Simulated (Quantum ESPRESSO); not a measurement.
TiO2 (Rutile, P4_2/mnm), O K edge of atom 3, with 2 Ti at 1.95 Å and 1 Ti at 1.98 Å (distorted trigonal planar, site symmetry m2m). Method: Quantum ESPRESSO XSpectra, PBE, full core hole (charged cell), 12-atom cell with 5.5 Å between holes, 5×5×5 k points, dipole transitions, Lorentzian half width 0.3 eV up to 4 eV, rising linearly to 2.5 eV at 25 eV (counted from xe0, 0.9 eV below the zero used here).

```
Ti O
1.0
     4.59220    0.00000    0.00000
     0.00000    4.59220    0.00000
     0.00000    0.00000    2.95740
Ti O
2 4
Direct
  0.50000 0.50000 0.50000
  0.00000 0.00000 0.00000
  0.80496 0.19504 0.50000
  0.69504 0.69504 0.00000
  0.19504 0.80496 0.50000
  0.30496 0.30496 0.00000
```

Energy from the lowest empty level; a common scale on which the isotropic spectrum has a mean of 1 over the first 20 eV.

| E (eV) | curve 1 | curve 2 |
| --- | --- | --- |
| -2.0 | 0.06 | 0.05 |
| -1.5 | 0.08 | 0.06 |
| -1.0 | 0.12 | 0.09 |
| -0.5 | 0.20 | 0.15 |
| 0.0 | 0.52 | 0.36 |
| 0.5 | 1.49 | 0.81 |
| 1.0 | 1.75 | 1.44 |
| 1.5 | 1.33 | 0.81 |
| 2.0 | 0.74 | 0.51 |
| 2.5 | 0.55 | 0.63 |
| 3.0 | 0.94 | 1.81 |
| 3.5 | 1.76 | 2.63 |
| 4.0 | 1.60 | 2.44 |
| 4.5 | 1.30 | 1.51 |
| 5.0 | 0.78 | 0.79 |
| 5.5 | 0.48 | 0.49 |
| 6.0 | 0.34 | 0.36 |
| 6.5 | 0.31 | 0.33 |
| 7.0 | 0.33 | 0.36 |
| 7.5 | 0.41 | 0.43 |
| 8.0 | 0.51 | 0.54 |
| 8.5 | 0.67 | 0.69 |
| 9.0 | 0.85 | 0.87 |
| 9.5 | 1.00 | 1.08 |
| 10.0 | 1.07 | 1.26 |
| 10.5 | 1.08 | 1.36 |
| 11.0 | 1.10 | 1.40 |
| 11.5 | 1.15 | 1.43 |
| 12.0 | 1.24 | 1.49 |
| 12.5 | 1.33 | 1.53 |
| 13.0 | 1.38 | 1.53 |
| 13.5 | 1.40 | 1.46 |
| 14.0 | 1.37 | 1.33 |
| 14.5 | 1.34 | 1.21 |
| 15.0 | 1.30 | 1.10 |
| 15.5 | 1.25 | 1.01 |
| 16.0 | 1.16 | 0.93 |
| 16.5 | 1.05 | 0.84 |
| 17.0 | 0.94 | 0.76 |
| 17.5 | 0.84 | 0.70 |
| 18.0 | 0.77 | 0.65 |
| 18.5 | 0.71 | 0.62 |
| 19.0 | 0.67 | 0.61 |
| 19.5 | 0.65 | 0.62 |
| 20.0 | 0.64 | 0.63 |
| 20.5 | 0.64 | 0.65 |
| 21.0 | 0.66 | 0.66 |
| 21.5 | 0.68 | 0.67 |
| 22.0 | 0.71 | 0.66 |
| 22.5 | 0.74 | 0.66 |
| 23.0 | 0.76 | 0.65 |
| 23.5 | 0.78 | 0.64 |
| 24.0 | 0.78 | 0.64 |
| 24.5 | 0.77 | 0.64 |
| 25.0 | 0.76 | 0.64 |
| 25.5 | 0.74 | 0.64 |
| 26.0 | 0.73 | 0.64 |
| 26.5 | 0.70 | 0.64 |
| 27.0 | 0.68 | 0.65 |
| 27.5 | 0.66 | 0.66 |
| 28.0 | 0.64 | 0.67 |
| 28.5 | 0.62 | 0.69 |
| 29.0 | 0.61 | 0.72 |
| 29.5 | 0.61 | 0.74 |
| 30.0 | 0.62 | 0.77 |
| 30.5 | 0.63 | 0.80 |
| 31.0 | 0.64 | 0.82 |
| 31.5 | 0.65 | 0.84 |
| 32.0 | 0.67 | 0.87 |

The curves are for the electric vector along different Cartesian axes of the cell as given, averaged over the symmetry-equivalent atoms. Which is which?

Curve 1: along x (⊥ c) (the other in-plane axis gives the same curve within 3 %), main maxima 0.7 eV (1.85), 3.7 eV (1.81) and 13.4 eV (1.40). Curve 2: along z (c), main maxima 1.0 eV (1.46), 3.5 eV (2.64) and 12.8 eV (1.54). A K edge sees empty p states; the first features are O p mixed into the empty d states of the Ti neighbours, and the broad ones above probably into the cations' higher empty bands. Ti is d⁰ and octahedral here, so the pair, 2.7 eV apart, is its t₂g and e_g bands. Each direction probes the empty orbitals that point along it. The holes are only 5.5 Å apart, so the shape is probably not converged with cell size; no larger cell was run here. The structure is a published determination, not relaxed.

[Banner, clock and machine lines of the logs are left out without a mark of their own.]

[Logs are printed without paths, hosts, clocks, repeated set-up lines and the standing remarks that a program may print on its own settings, such as how far it seeks lower states.]

[Hosts, paths, dates, database ids (printed as entryN), source tags and the programs' standing remarks are cut or masked in the printed files.]

[Lists of maxima count a maximum above −3 eV only where it reaches 4 % of the highest in the window and stands out from its surroundings by 2 % of it (1.5 % where it reaches 55 %); shoulders and weaker maxima are passed over, and of the rest the first, up to two pre-edge ones and the few strongest are named.]
